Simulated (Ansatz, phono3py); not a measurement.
# Scattering channels in ZnSe (Stilleite, F-43m), one at a time, part 2 of 2

Wanted: the sensitivity of κ of ZnSe (Stilleite) to the choices of the transport step.

Measurements to reproduce:
- thermal conductivity 19 W/m/K near room temperature (given in “Combining the AFLOW GIBBS and Elastic Libraries to efficiently and robustly screen thermo-mechanical properties of solids”, 2017, arXiv:1611.05714)

Ansatz 0.2.0 and phono3py 4.10.0; DFT LDA, scalar-relativistic, plane waves, PAW; PAW set soft_1 (the session's first sound run).

So far, κ at 300 K (W/m/K): step 3 (relaxation-time solution) 25.0; step 16 (solver LBTE) 26; step 17 (solver RTA with coherences (SMM19)) 25.2; step 18 (delta function Gaussian, sigma 0.4 THz) 21.6; step 19 (delta function Gaussian, sigma 1 THz) 19.4.

### 21. Without the dipole term, third order supercell 3×3×3, supercell 6×6×6

Dropping the dipole term tests how much its part of the interpolation matters for κ.

The input, phono3py.yaml:

```yaml
phono3py:
  version: "4.10.0"
  frequency_unit_conversion_factor: 15.633302
  symmetry_tolerance: 1.00000e-05

physical_unit:
  atomic_mass: "AMU"
  length: "angstrom"

space_group:
  type: "F-43m"
  number: 216
  Hall_symbol: "F -4 2 3"

primitive_matrix:
- [  1.000000000000000,  0.000000000000000,  0.000000000000000 ]
- [  0.000000000000000,  1.000000000000000,  0.000000000000000 ]
- [  0.000000000000000,  0.000000000000000,  1.000000000000000 ]

supercell_matrix:
- [   3,   0,   0 ]
- [   0,   3,   0 ]
- [   0,   0,   3 ]

# [primitive_cell block left out]
unit_cell:
  lattice:
  - [     0.000000000000000,     2.783675540400000,     2.783675540400000 ] # a
  - [     2.783675540400000,     0.000000000000000,     2.783675540400000 ] # b
  - [     2.783675540400000,     2.783675540400000,     0.000000000000000 ] # c
  points:
  - symbol: Zn # 1
    coordinates: [  0.000000000000000,  0.000000000000000,  0.000000000000000 ]
    mass: 65.380000
    reduced_to: 1
  - symbol: Se # 2
    coordinates: [  0.250000000000000,  0.250000000000000,  0.250000000000000 ]
    mass: 78.971000
    reduced_to: 2

# [supercell block left out]
phonon_supercell_matrix:
- [   6,   0,   0 ]
- [   0,   6,   0 ]
- [   0,   0,   6 ]

# [phonon_primitive_cell block left out]
# [phonon_supercell block left out]
nac:
  born_effective_charge:
  - # 1 (Zn)
    - [  1.968590722944593,  0.000000000000000,  0.000000000000000 ]
    - [  0.000000000000000,  1.968590722944592,  0.000000000000000 ]
    - [  0.000000000000000,  0.000000000000000,  1.968590722944592 ]
  - # 2 (Se)
    - [ -1.968590722944593,  0.000000000000000,  0.000000000000000 ]
    - [  0.000000000000000, -1.968590722944592,  0.000000000000000 ]
    - [  0.000000000000000,  0.000000000000000, -1.968590722944592 ]
  dielectric_constant:
    - [  7.507303767595457,  0.000000000000000,  0.000000000000000 ]
    - [  0.000000000000000,  7.507303767595457,  0.000000000000000 ]
    - [  0.000000000000000,  0.000000000000000,  7.507303767595456 ]
  unit_conversion_factor: 14.399645
```

The run is started by

```bash
$ phono3py phono3py.yaml --mesh 19 19 19 --br --isotope --nonac --ts 100 300 600
```

Wall time 30 s (8 threads of Arm Neoverse V2, shared host); peak memory 0.1 GiB; 2.9 min of CPU time.

Numbers from this step:

* κ at 300 K: 26.31 W/m/K
* κ xx, yy, zz at 300 K: 26.31, 26.31, 26.31 W/m/K

W/m/K. Kappa, by row:

```csv
T (K),xx,yy,zz,yz,xz,xy
100,90.94,90.94,90.94,0,0,0
300,26.31,26.31,26.31,0,0,0
600,13.27,13.27,13.27,0,0,0
```

κ at 300 K goes from 25.0 to 26.3 W/(m K). Only the interpolation between the solved wavevectors changes, and the fewer these are, the more it matters.

### 22. A changed mass, third order supercell 3×3×3, supercell 6×6×6

Changing one mass at fixed force constants separates the effect of mass from that of bonding.

phono3py.yaml is that of step 21.

The run is started by

```bash
$ phono3py phono3py.yaml --mesh 19 19 19 --br --mass 65.380 157.942 --ts 100 300 600
```

It took 26 s on 8 threads; peak memory 0.1 GiB; 2.6 min of CPU time.

Numbers from this step:

```
κ at 300 K            : 47.19 W/m/K
κ xx, yy, zz at 300 K : 47.19, 47.19, 47.19 W/m/K
```

W/m/K. Kappa, by row:

```csv
T (K),xx,yy,zz,yz,xz,xy
100,159.8,159.8,159.8,0,0,0
300,47.19,47.19,47.19,0,0,0
600,23.32,23.32,23.32,0,0,0
```

Without isotope scattering in either run, κ at 300 K goes from 27.2 to 47.2 W/(m K).

### 23. Mass disorder, third order supercell 3×3×3, supercell 6×6×6

A typed mass variance takes the place of the natural one on the sites of one element, as a model of more or less disorder.

phono3py.yaml is that of step 22.

The run is started by

```bash
$ phono3py phono3py.yaml --mesh 19 19 19 --br --isotope --mv 0.0005982 0.03 --ts 100 150 200 300 400 500 600 800
```

Wall time 30 s (8 threads); peak memory 0.1 GiB.

This step gave:

```
κ at 300 K            : 11.83 W/m/K
κ xx, yy, zz at 300 K : 11.83, 11.83, 11.83 W/m/K
```

W/m/K. Kappa, by row:

```csv
T (K),xx,yy,zz,yz,xz,xy
100,23.39,23.39,23.39,0,0,0
150,18.17,18.17,18.17,0,0,0
200,15.22,15.22,15.22,0,0,0
300,11.83,11.83,11.83,0,0,0
400,9.845,9.845,9.845,0,0,0
500,8.497,8.497,8.497,0,0,0
600,7.507,7.507,7.507,0,0,0
800,6.132,6.132,6.132,0,0,0
```

κ at 300 K goes from 25.0 in the base run to 11.8 W/(m K).

### 24. A faulty attempt, third order supercell 3×3×3, supercell 6×6×6

This input was changed on purpose, to see how the program answers.

phono3py.yaml is that of step 23.

The run is started by

```bash
$ phono3py phono3py.yaml --br --ts 300
```

Wall time 1.7 s (8 threads); peak memory 0.1 GiB.

The run ended with an error.

The fault put into the input: no mesh.

### 25. What came out

| Item | Value |
| --- | --- |
| κ at 300 K, RTA, natural isotopes, mesh 19×19×19 | 25.0 W/m/K |
| κ at 300 K, RTA, pure, mesh 19×19×19 | 27.2 W/m/K |
| κ at 300 K, LBTE, mesh 19×19×19 | 26 W/m/K |
| κ at 300 K, with coherences, mesh 19×19×19 | 25.2 W/m/K |
| κ at 300 K, no dipole term, mesh 19×19×19 | 26.3 W/m/K |

What this shows: On these constants κ of ZnSe (Stilleite) at 300 K is 25.0 W/(m K) in the base run, by relaxation time; smearing and coherences move that between 19.4 and 25.2. The full solution gives 26 W/(m K) (phono3py, mesh 19×19×19). On the same constants and mesh Ansatz's figure, which includes its coherence part, and phono3py's, which doesn't, differ by up to 2.2 %; with phono3py's own coherence part added, which is defined differently, the largest difference is 0.88 %. The last step of the mesh series (23 to 29) moves κ at 300 K by +3.7 %, while the coarsest mesh gives 58 % of the densest value. Normal processes make 49 % of the three-phonon scattering at 300 K, weighting modes by their heat capacity. A boundary length of 0.01 µm leaves 12 % of κ at 300 K. A boundary length of 0.3 µm leaves 58 % of κ at 300 K. Scaling the mass of Se by 2 at fixed force constants, a model exercise, multiplies the isotope-free κ by 1.74. A mass variance of 0.03 on the Se sites, typed in place of the natural one, gives 47 % of the base value. A measured thermal conductivity near room temperature is 19 W/m/K (arXiv:1611.05714); the calculated 26 W/m/K differs by +37 %. Four-phonon, defect and boundary scattering, which are left out, would lower the calculated value; thermal expansion is left out too. The PAW files were made for PBE and are used here under another functional, for which the program regenerates the frozen cores.

[Logs are printed without paths, hosts, clocks, repeated set-up lines and the standing remarks that a program may print on its own settings, such as how far it seeks lower states.]

[Hosts, paths, dates, database ids (printed as entryN), source tags and the programs' standing remarks are cut or masked in the printed files.]

[A step with changed settings may run another functional than the one named; its input shows which.]
